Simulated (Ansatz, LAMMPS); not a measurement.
# Structural relaxation of glassy 79B2O3-21CaO (mol %) (83 atoms), part 3 of 3

Aim: bring glassy 79B2O3-21CaO (mol %) (83 atoms) to a nearby minimum of the energy and see what moves.

Ansatz 0.2.0; Kohn-Sham DFT, PBE, PAW (set soft_2), plane waves.

The cell: 30 B, 4 Ca and 49 O. The quench rate of 100 K/ps is orders of magnitude faster than experiment. The network of bonds at the start is that of the classical potential that made the cell. Sampling is at Γ alone, for a cell whose shortest periodic width is 10 Å.

So far, density (g/cm³): step 5 (local order after relaxation) 2.33.

## Step 6: Single point at the relaxed geometry

One more single point at the end of the walk gives the fuller output and checks the residual forces.

Input file input.yaml:

```yaml
crystal:
  lattice:
    - [9.67636, 0.0, 0.0]
    - [0.0, 9.67636, 0.0]
    - [0.0, 0.0, 9.67636]
  atoms:
    - { symbol: B, position: [0.90595, 0.24668, 0.68921] }
    - { symbol: B, position: [0.82732, 0.70708, 0.22032] }
    - { symbol: B, position: [0.88277, 0.32078, 0.42354] }
    - { symbol: B, position: [0.4335, 0.8269, 0.46661] }
    - { symbol: B, position: [0.71945, 0.80791, 0.71325] }
    - { symbol: B, position: [0.73003, 0.12794, 0.30409] }
    - { symbol: B, position: [0.30463, 0.48281, 0.67344] }
    - { symbol: B, position: [0.07076, 0.45337, 0.77939] }
    - { symbol: B, position: [0.55309, 0.06689, 0.52655] }
    - { symbol: B, position: [0.3359, 0.00773, 0.08148] }
    - { symbol: B, position: [0.75252, 0.06229, 0.84122] }
    - { symbol: B, position: [0.91143, 0.9518, 0.17318] }
    - { symbol: B, position: [0.82135, 0.45832, 0.08343] }
    - { symbol: B, position: [0.09065, 0.99392, 0.96808] }
    - { symbol: B, position: [0.18914, 0.15979, 0.26416] }
    - { symbol: B, position: [0.08295, 0.37089, 0.13044] }
    - { symbol: B, position: [0.56019, 0.27317, 0.71422] }
    - { symbol: B, position: [0.99669, 0.5621, 0.46731] }
    - { symbol: B, position: [0.3604, 0.7435, 0.04821] }
    - { symbol: B, position: [0.16521, 0.76778, 0.43472] }
    - { symbol: B, position: [0.1357, 0.01523, 0.47779] }
    - { symbol: B, position: [0.36688, 0.44345, 0.41951] }
    - { symbol: B, position: [0.33078, 0.47981, 0.14115] }
    - { symbol: B, position: [0.60494, 0.09454, 0.06688] }
    - { symbol: B, position: [0.0731, 0.92562, 0.71251] }
    - { symbol: B, position: [0.48647, 0.64722, 0.81982] }
    - { symbol: B, position: [0.60259, 0.47015, 0.53884] }
    - { symbol: B, position: [0.96999, 0.68506, 0.71148] }
    - { symbol: B, position: [0.68346, 0.72918, 0.47268] }
    - { symbol: B, position: [0.56606, 0.42546, 0.96795] }
    - { symbol: Ca, position: [0.31662, 0.25807, 0.95047] }
    - { symbol: Ca, position: [0.77541, 0.51513, 0.78049] }
    - { symbol: Ca, position: [0.45743, 0.93931, 0.79095] }
    - { symbol: Ca, position: [0.56997, 0.57822, 0.24644] }
    - { symbol: O, position: [0.67909, 0.58416, 0.53975] }
    - { symbol: O, position: [0.29566, 0.10771, 0.18665] }
    - { symbol: O, position: [0.76597, 0.71037, 0.34468] }
    - { symbol: O, position: [0.36035, 0.62726, 0.13281] }
    - { symbol: O, position: [0.23376, 0.0257, 0.95955] }
    - { symbol: O, position: [0.83756, 0.73219, 0.77129] }
    - { symbol: O, position: [0.21032, 0.41626, 0.76512] }
    - { symbol: O, position: [0.90473, 0.25248, 0.54953] }
    - { symbol: O, position: [0.17165, 0.12975, 0.40369] }
    - { symbol: O, position: [0.405, 0.5681, 0.71398] }
    - { symbol: O, position: [0.52108, 0.14868, 0.65396] }
    - { symbol: O, position: [0.97303, 0.34731, 0.77075] }
    - { symbol: O, position: [0.5752, 0.74302, 0.74671] }
    - { symbol: O, position: [0.82662, 0.15485, 0.76129] }
    - { symbol: O, position: [0.729, 0.82669, 0.56713] }
    - { symbol: O, position: [0.47093, 0.0571, 0.01264] }
    - { symbol: O, position: [0.4599, 0.40353, 0.07523] }
    - { symbol: O, position: [0.83523, 0.02428, 0.26386] }
    - { symbol: O, position: [0.71458, 0.39529, 0.00942] }
    - { symbol: O, position: [0.95413, 0.40913, 0.08356] }
    - { symbol: O, position: [0.94375, 0.58857, 0.5945] }
    - { symbol: O, position: [0.01839, 0.00669, 0.089] }
    - { symbol: O, position: [0.20193, 0.43321, 0.07239] }
    - { symbol: O, position: [0.94889, 0.44681, 0.39558] }
    - { symbol: O, position: [0.52592, 0.30399, 0.84914] }
    - { symbol: O, position: [0.45329, 0.95649, 0.53076] }
    - { symbol: O, position: [0.30577, 0.76363, 0.46526] }
    - { symbol: O, position: [0.70079, 0.94291, 0.78884] }
    - { symbol: O, position: [0.12633, 0.02588, 0.62261] }
    - { symbol: O, position: [0.34177, 0.86504, 0.12015] }
    - { symbol: O, position: [0.28597, 0.44232, 0.53621] }
    - { symbol: O, position: [0.63344, 0.37264, 0.64056] }
    - { symbol: O, position: [0.38929, 0.73868, 0.90827] }
    - { symbol: O, position: [0.71435, 0.09889, 0.97413] }
    - { symbol: O, position: [0.79619, 0.2669, 0.3263] }
    - { symbol: O, position: [0.09532, 0.64651, 0.40656] }
    - { symbol: O, position: [0.61943, 0.13053, 0.19981] }
    - { symbol: O, position: [0.10489, 0.89423, 0.40964] }
    - { symbol: O, position: [0.02958, 0.96429, 0.84401] }
    - { symbol: O, position: [0.0978, 0.25805, 0.2132] }
    - { symbol: O, position: [0.02882, 0.58267, 0.81629] }
    - { symbol: O, position: [0.65145, 0.09396, 0.43858] }
    - { symbol: O, position: [0.57082, 0.55699, 0.90486] }
    - { symbol: O, position: [0.89877, 0.80774, 0.1545] }
    - { symbol: O, position: [0.51124, 0.43918, 0.43279] }
    - { symbol: O, position: [0.54008, 0.75178, 0.41278] }
    - { symbol: O, position: [0.06617, 0.79211, 0.67201] }
    - { symbol: O, position: [0.32017, 0.44447, 0.28837] }
    - { symbol: O, position: [0.78961, 0.58552, 0.14355] }
kpoints:
  mp_grid: { grid: [1, 1, 1] }
hamiltonian:
  xc: pbe
scf:
  occupations: { method: fixed }
output:
  forces: true
  stress: true
  populations: true
  dos:
    method: { smearing: { sigma: 0.1 } }
    de: 0.1
    projected: { site_lists: { B: [B], Ca: [Ca], O: [O] } }
  eigenvalues: true
  write_density: true
  write_potential: true
  volumetric_format: npy
  elf: true
```

Run with:

```bash
$ ansatz run input.yaml --threads 4 --pin off --max-ram 8192MiB --backend cpu --events-out ev --progress --plain --runs-dir out
```

Numbers of over 12 decimals in the logs are rounded to 6 here.

The log of the run:

```text
[...]
Crystal: 83 atoms, lattice volume = 906.016 Å³
Basis set: ecut = 420 eV, 17773 PW (Γ), exchange–correlation on 144×144×144 points (8 copies of the dense FFT grid, shifted against one another)
Bands: 295, of which v1, the nominal top of the filled ones, is band 212 counted from 1 (211 counted from 0)
Symmetry: 1 space group operations
[...]
k-points: 1
[...]
SCF iter   1: F=—  HF=-39825.301795 eV  |F-HF|=—  |Δ(HF+E_count)|=         —  Δρ=3.52e-3  dr2=9.89e-2  ethr=1.77e-3  ⟨swp⟩=6.0  Hψ=1048  notcnv=0  defer=80
[...]
SCF iter   9: F=-39825.322957 eV  HF=-39825.322957 eV  |F-HF|=1.55e-8  |Δ(HF+E_count)|=   1.72e-8  Δρ=1.38e-6  dr2=1.55e-8  ethr=2.36e-11  ⟨swp⟩=22.0  Hψ=3188  notcnv=0
SCF 1 converged in 9 iterations: F = -39825.322957 eV  dr2 = 1.55e-8
[...]
SCF converged after 9 iterations
Free energy (F): -39825.322957 eV
[...]
Internal energy: -39825.322957 eV  (E = F + TS)
E sigma→0 (E₀):  -39825.322957 eV
Fermi energy:    3.274179 eV
[...]
--- Forces (eV/Å), atoms counted from 1 ---
  atom   1  B      0.00792134     0.00308005    -0.00664090
  atom   2  B     -0.00111813     0.00314216     0.00071668
  atom   3  B     -0.00352166    -0.00931269     0.00607412
  atom   4  B     -0.00582849     0.00507938    -0.00052998
  atom   5  B      0.00132451     0.00860241     0.00333822
  atom   6  B      0.00585791    -0.00257403    -0.00419896
  atom   7  B     -0.01108101    -0.00169218     0.00318118
  atom   8  B     -0.00525088    -0.00248722    -0.00002791
  atom   9  B     -0.00255535    -0.00002394    -0.00054550
  atom  10  B     -0.00293480     0.00756195    -0.00546599
  atom  11  B      0.00596959     0.00290509    -0.00082327
  atom  12  B      0.00645817     0.01108512     0.00215885
  atom  13  B     -0.00802356    -0.00394710    -0.00321936
  atom  14  B     -0.00420452     0.00021189    -0.01106439
[...]
atom  82  O      0.00041352     0.00122341     0.00232450
  atom  83  O      0.00067300    -0.00016683     0.00065441
  max |Σ_I F_I| component: 9.82e-5 eV/Å
--- Stress (GPa, compression-positive) ---
       -3.360053      -0.902889       1.374210
       -0.902889      -1.319181      -1.581528
        1.374201      -1.581517      -2.878554
  P = ⅓ Tr σ = -2.5193 GPa (-25.193 kbar)
--- Band table (eV) ---
[...]
--- Löwdin populations: 83 sites ---
  site symbol       q [e]
     0      B      2.3760
     1      B      2.3775
     2      B      2.3641
[...]
82      O      6.4720
  spilling = 0.009569 (of n_electrons = 424.000000)
```

It took 10 s on 4 threads of Arm Neoverse V2, shared host; peak memory 1.1 GiB; 38 s of CPU time.

The run gave:

| Quantity | Value |
| --- | --- |
| free energy | -39825.3230 eV |
| free energy per atom | -479.8232 eV/atom |
| SCF cycles | 9 |
| pressure | -2.519 GPa |
| r.m.s. force component | 0.00494 eV/Å |
| longest force | 0.01742 eV/Å |
| Fermi energy | 3.274 eV |
| gap (highest filled to lowest empty level) | 4.734 eV |
| spilling of the projection | 0.009569 |

Löwdin charges by element and coordination (they lack the spilled electrons, 0.049 e an atom on average):

| element | coordination | atoms | mean charge (e) | spread | least | most |
| --- | --- | --- | --- | --- | --- | --- |
| B | all | 30 | 0.619 | 0.0385 | 0.525 | 0.684 |
| B | 3 | 22 | 0.636 | 0.023 | 0.590 | 0.684 |
| B | 4 | 8 | 0.573 | 0.0351 | 0.525 | 0.652 |
| Ca | all | 4 | 1.83 | 0.0163 | 1.81 | 1.85 |
| Ca | 7 | 3 | 1.83 | 0.0183 | 1.81 | 1.85 |
| Ca | 8 | 1 | 1.84 | 0 | 1.84 | 1.84 |
| O | all | 49 | -0.445 | 0.0652 | -0.599 | -0.352 |
| O | 2 | 23 | -0.390 | 0.0213 | -0.450 | -0.352 |
| O | 3 | 23 | -0.482 | 0.0417 | -0.592 | -0.41 |
| O | 4 | 3 | -0.583 | 0.0115 | -0.599 | -0.573 |

Density of states as counts of states in windows of 1 eV (from the Fermi level), total and the larger projections:

| from (eV) | to (eV) | total | O p | B p | O s |
| --- | --- | --- | --- | --- | --- |
| -18 | -17 | 15.2 | 0.2 | 3.4 | 10.5 |
| -17 | -16 | 0.1 | 0.0 | 0.0 | 0.0 |
| -16 | -11 | 0.0 | 0.0 | 0.0 | 0.0 |
| -11 | -10 | 3.1 | 2.2 | 0.2 | 0.0 |
| -10 | -9 | 18.7 | 13.3 | 1.5 | 0.3 |
| -9 | -8 | 18.4 | 12.7 | 3.1 | 0.3 |
| -8 | -7 | 22.5 | 15.3 | 5.6 | 0.3 |
| -7 | -6 | 26.9 | 18.3 | 7.3 | 0.4 |
| -6 | -5 | 16.2 | 11.2 | 4.2 | 0.4 |
| -5 | -4 | 27.5 | 20.4 | 5.4 | 1.0 |
| -4 | -3 | 32.6 | 26.9 | 3.8 | 1.3 |
| -3 | -2 | 46.9 | 42.5 | 2.3 | 1.1 |
| -2 | -1 | 55.4 | 52.5 | 1.2 | 0.8 |
| -1 | 0 | 24.6 | 23.6 | 0.5 | 0.2 |
| 0 | 1 | 1.1 | 1.0 | 0.0 | 0.0 |
| 1 | 4 | 0.0 | 0.0 | 0.0 | 0.0 |
| 4 | 5 | 5.7 | 0.6 | 2.4 | 0.4 |

With fixed occupations the program's Fermi level is the highest filled level; weight inside the gap is the broadening of levels at its edges.

Between -26 and -18 eV lie 107 more states.

The levels nearest the highest filled one (over half full), pooled over k-points and spins:

| level less the highest filled one (eV) | occupation |
| --- | --- |
| -0.599 | 2 |
| -0.560 | 2 |
| -0.404 | 2 |
| -0.271 | 2 |
| -0.203 | 2 |
| 0 | 2 |
| 4.73 | 0 |
| 4.86 | 0 |
| 4.92 | 0 |
| 5.22 | 0 |
| 5.34 | 0 |
| 5.39 | 0 |

ELF in the ac plane at fractional y = 0.568, with atoms of B and Ca and O within 0.2 Å of it. It is the smooth field of the valence electrons, not physical close to the nuclei.

Values, 13 rows by 16 columns, each cell a mean:
```
0.30 0.20 0.03 0.02 0.01 0.01 0.02 0.24 0.71 0.76 0.66 0.11 0.02 0.03 0.02 0.16
0.78 0.74 0.25 0.01 0.01 0.03 0.10 0.37 0.75 0.68 0.70 0.18 0.36 0.19 0.14 0.73
0.57 0.75 0.27 0.04 0.08 0.40 0.65 0.52 0.37 0.41 0.18 0.56 0.84 0.61 0.14 0.72
0.39 0.39 0.09 0.08 0.35 0.76 0.55 0.75 0.29 0.03 0.03 0.36 0.64 0.34 0.11 0.26
0.48 0.10 0.01 0.09 0.29 0.54 0.72 0.71 0.17 0.17 0.43 0.44 0.14 0.24 0.74 0.70
0.72 0.21 0.02 0.09 0.22 0.12 0.10 0.08 0.12 0.62 0.71 0.76 0.52 0.29 0.78 0.69
0.24 0.48 0.30 0.05 0.13 0.13 0.05 0.07 0.10 0.36 0.69 0.73 0.43 0.06 0.37 0.41
0.33 0.73 0.68 0.14 0.03 0.09 0.10 0.12 0.10 0.06 0.19 0.19 0.06 0.03 0.23 0.27
0.12 0.47 0.47 0.06 0.12 0.23 0.10 0.06 0.36 0.49 0.23 0.05 0.09 0.03 0.09 0.13
0.01 0.06 0.04 0.02 0.09 0.12 0.08 0.25 0.83 0.82 0.65 0.12 0.28 0.26 0.08 0.01
0.01 0.01 0.02 0.04 0.27 0.59 0.56 0.20 0.59 0.76 0.36 0.56 0.72 0.73 0.35 0.02
0.03 0.02 0.14 0.09 0.33 0.78 0.70 0.23 0.05 0.08 0.08 0.60 0.71 0.75 0.30 0.04
0.02 0.01 0.15 0.12 0.07 0.27 0.21 0.05 0.19 0.34 0.12 0.10 0.35 0.41 0.10 0.03
```
Columns run along a (9.7 Å), rows up along c (9.7 Å). Atoms in or near the plane, at fractional coordinates: B at (0.00, 0.47), Ca at (0.57, 0.25), O at (0.68, 0.54), O at (0.40, 0.71), O at (0.94, 0.59), O at (0.03, 0.82), O at (0.57, 0.90), O at (0.79, 0.14).

Valence density in the ac plane at fractional y = 0.568, with atoms of B and Ca and O within 0.2 Å of it. It is the smooth field of the valence electrons, not physical close to the nuclei.

Values in e/Å³, 13 rows by 16 columns, each cell a mean:
```
0.1 0.1 0.0 0.0 0.0 0.0 0.0 0.2 1.7 3.2 0.7 0.1 0.0 0.0 0.0 0.1
2.4 1.0 0.1 0.0 0.0 0.0 0.1 0.4 2.5 4.3 1.0 0.2 0.4 0.2 0.1 0.6
5.0 2.2 0.2 0.0 0.1 0.3 1.1 0.8 0.5 0.4 0.2 0.9 2.7 1.2 0.2 1.3
0.7 0.4 0.1 0.1 0.2 1.6 5.7 2.7 0.2 0.1 0.1 0.5 1.3 0.6 0.2 0.4
0.6 0.1 0.0 0.1 0.2 0.6 1.7 0.8 0.1 0.1 0.3 0.4 0.1 0.2 1.6 2.7
1.0 0.1 0.0 0.0 0.1 0.1 0.1 0.1 0.1 0.6 3.5 3.6 0.5 0.2 2.3 4.3
0.6 0.4 0.2 0.1 0.1 0.1 0.0 0.1 0.1 0.4 2.2 2.3 0.3 0.1 0.4 0.9
0.6 0.9 0.4 0.1 0.0 0.1 0.1 0.1 0.1 0.1 0.2 0.1 0.1 0.0 0.2 0.4
0.2 0.3 0.2 0.0 0.1 0.1 0.1 0.1 0.6 1.0 0.3 0.1 0.1 0.0 0.1 0.1
0.0 0.0 0.0 0.0 0.1 0.2 0.1 0.3 3.3 5.3 1.5 0.2 0.2 0.2 0.1 0.0
0.0 0.0 0.0 0.0 0.3 1.0 0.8 0.3 1.4 2.4 0.7 0.7 3.4 2.1 0.2 0.0
0.0 0.0 0.0 0.1 0.3 1.5 1.2 0.2 0.1 0.1 0.1 0.6 3.4 2.3 0.2 0.0
0.0 0.0 0.0 0.1 0.1 0.2 0.2 0.1 0.1 0.2 0.1 0.1 0.3 0.2 0.1 0.0
```
Columns run along a (9.7 Å), rows up along c (9.7 Å). Atoms in or near the plane, at fractional coordinates: B at (0.00, 0.47), Ca at (0.57, 0.25), O at (0.68, 0.54), O at (0.40, 0.71), O at (0.94, 0.59), O at (0.03, 0.82), O at (0.57, 0.90), O at (0.79, 0.14).

Mean Löwdin charges: B +0.62, Ca +1.83, O -0.45 e (they miss 0.96 % of the electrons, so they add up to more than the cell's charge). The largest share in the top eV of filled states is O p (97 % of the projected weight), and in the lowest eV of empty states B p (63 % of the projected weight).

The surroundings of Ca31, one of the 4 Ca atoms, nearest first, numbered as they follow in the input and with coordinates relative to it.

| atom | x | y | z | distance (Å) | bonds | Löwdin charge (e) |
| --- | --- | --- | --- | --- | --- | --- |
| Ca31 | 0.00 | 0.00 | 0.00 | 0.00 | 7 | 1.82 |
| O59 | 2.03 | 0.44 | -0.98 | 2.29 | 3 | -0.55 |
| O51 | 1.39 | 1.41 | 1.21 | 2.32 | 4 | -0.60 |
| O57 | -1.11 | 1.69 | 1.18 | 2.34 | 3 | -0.51 |
| O39 | -0.80 | -2.25 | 0.09 | 2.39 | 4 | -0.57 |
| O50 | 1.49 | -1.94 | 0.60 | 2.52 | 4 | -0.58 |
| O41 | -1.03 | 1.53 | -1.79 | 2.57 | 3 | -0.48 |
| O36 | -0.20 | -1.45 | 2.29 | 2.72 | 3 | -0.44 |
| B10 | 0.19 | -2.42 | 1.27 | 2.74 | 4 | 0.57 |
| B23 | 0.14 | 2.15 | 1.85 | 2.83 | 4 | 0.55 |
| B30 | 2.41 | 1.62 | 0.17 | 2.91 | 4 | 0.53 |

The column of bonds counts only the pairs O-B within 1.83 Å, O-Ca within 2.93 Å; other neighbours, such as metal atoms beside each other in a compound, aren't counted, and periodic images can show an atom twice.

## Step 7: Outcome

```
energy change in the relaxation                  : -102.1 meV/atom
r.m.s. displacement                              : 0.446 Å
largest displacement                             : 0.97 Å
free energy per atom                             : -479.8232 eV/atom
pressure                                         : -2.519 GPa
r.m.s. force component                           : 0.00494 eV/Å
gap (highest filled to lowest empty level) : 4.734 eV
wall time of the 3 DFT runs                      : 2.7 min
```

Relaxation lowers the energy by 102 meV/atom and moves atoms by 0.45 Å r.m.s.; the r.m.s. force component goes from 1.3 to 0.0049 eV/Å, the pressure goes from -6.0 to -2.5 GPa, and the gap from 2.30 to 4.73 eV. By the final cutoffs 4 of 126 bonded pairs parted and 5 joined. First to last step the energy falls by 8.478 eV; the largest move, 0.97 Å, is that of O46. The O-Ca bonds change most in mean length: from 2.499 Å (spread 0.125) to 2.458 Å (spread 0.153), and their number from 28 to 29. With the cutoffs above, 73 % of B atoms have 3, 75 % of Ca atoms have 7 and 47 % of O atoms have 2 and as many 3 bonded neighbours. 100 % of the oxygens bridge two formers (B) and 0 % are non-bridging. The highest filled and lowest empty levels differ by 4.73 eV (at Γ alone); a semilocal functional tends to put such gaps too low. In a disordered cell it changes from sample to sample, and tail or defect levels can set it.

What to keep in mind: The network of bonds at the start is that of the classical potential that made the cell; in DFT 4 of its 126 bonded pairs passed out of the cutoffs and 5 came within them. The pressure of -2.5 GPa means that a free cell would contract at this level.

[Logs are printed without paths, hosts, clocks, repeated set-up lines and the standing remarks that a program may print on its own settings, such as how far it seeks lower states.]

[Hosts, paths, dates, database ids (printed as entryN), source tags and the programs' standing remarks are cut or masked in the printed files.]
